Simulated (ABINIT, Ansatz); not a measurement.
An input for ABINIT 10.8.3 (Ba2MgH6 (P-3m1)):

```
acell 3*1.0 Angstrom
rprim 
  5.717818886904 0.000000000024 0.000000000000
  -2.858909443473 4.951776410285 0.000000000000
  0.000000000000 0.000000000000 4.538310090000
ntypat 3
znucl 56 12 1
natom 9
typat 1 1 2 3 3 3 3 3 3
xred 
  0.666666666667 0.333333333333 0.267038260000
  0.333333333333 0.666666666667 0.732961740000
  0.000000000000 0.000000000000 0.000000000000
  0.829634400000 0.659268800000 0.775326710000
  0.829634400000 0.170365600000 0.775326710000
  0.340731200000 0.170365600000 0.775326710000
  0.170365600000 0.340731200000 0.224673290000
  0.170365600000 0.829634400000 0.224673290000
  0.659268800000 0.829634400000 0.224673290000
pp_dirpath "pseudos"
pseudos "Ba.upf, Mg.upf, H.upf"
ecut 38
ngkpt 3 3 4
nshiftk 1
shiftk 0 0 0
kptopt 1
chksymbreak 0
iscf -2
irdden 1
istwfk *1
nband 113
nbdbuf 10
tolwfr 1e-09
nstep 60
prtvol 0
indata_prefix "in"
outdata_prefix "out"
tmpdata_prefix "tmp"
```

```sh
OMP_NUM_THREADS=1 mpirun -n 4 abinit run.abi > log
```

How long will it take on 4 MPI ranks of Arm Neoverse V2, shared host, and how much memory?

It took 71 s; on shared hardware allow 36 s to 2.4 min. Peak host memory was 0.53 GiB.

[Paths, hosts, dates, memory and timing lines, banners, echoed tables and standing remarks are left out of the program output.]

[Logs are printed without paths, hosts, clocks, repeated set-up lines and the standing remarks that a program may print on its own settings, such as how far it seeks lower states.]

[Runs of the session that timed out or met a known fault of the program may be left out.]

[Hosts, paths, dates, database ids (printed as entryN), source tags and the programs' standing remarks are cut or masked in the printed files.]

[G0W0 gaps are taken among the corrected bands and points alone; a level outside them can change the order at an edge.]

[Where Ansatz stands beside ABINIT at settings called matched, ABINIT's density can come from a denser mesh and the files from another edition; pairs whose starting gaps differed by over 0.03 eV were left out, so agreement reads better than it is.]
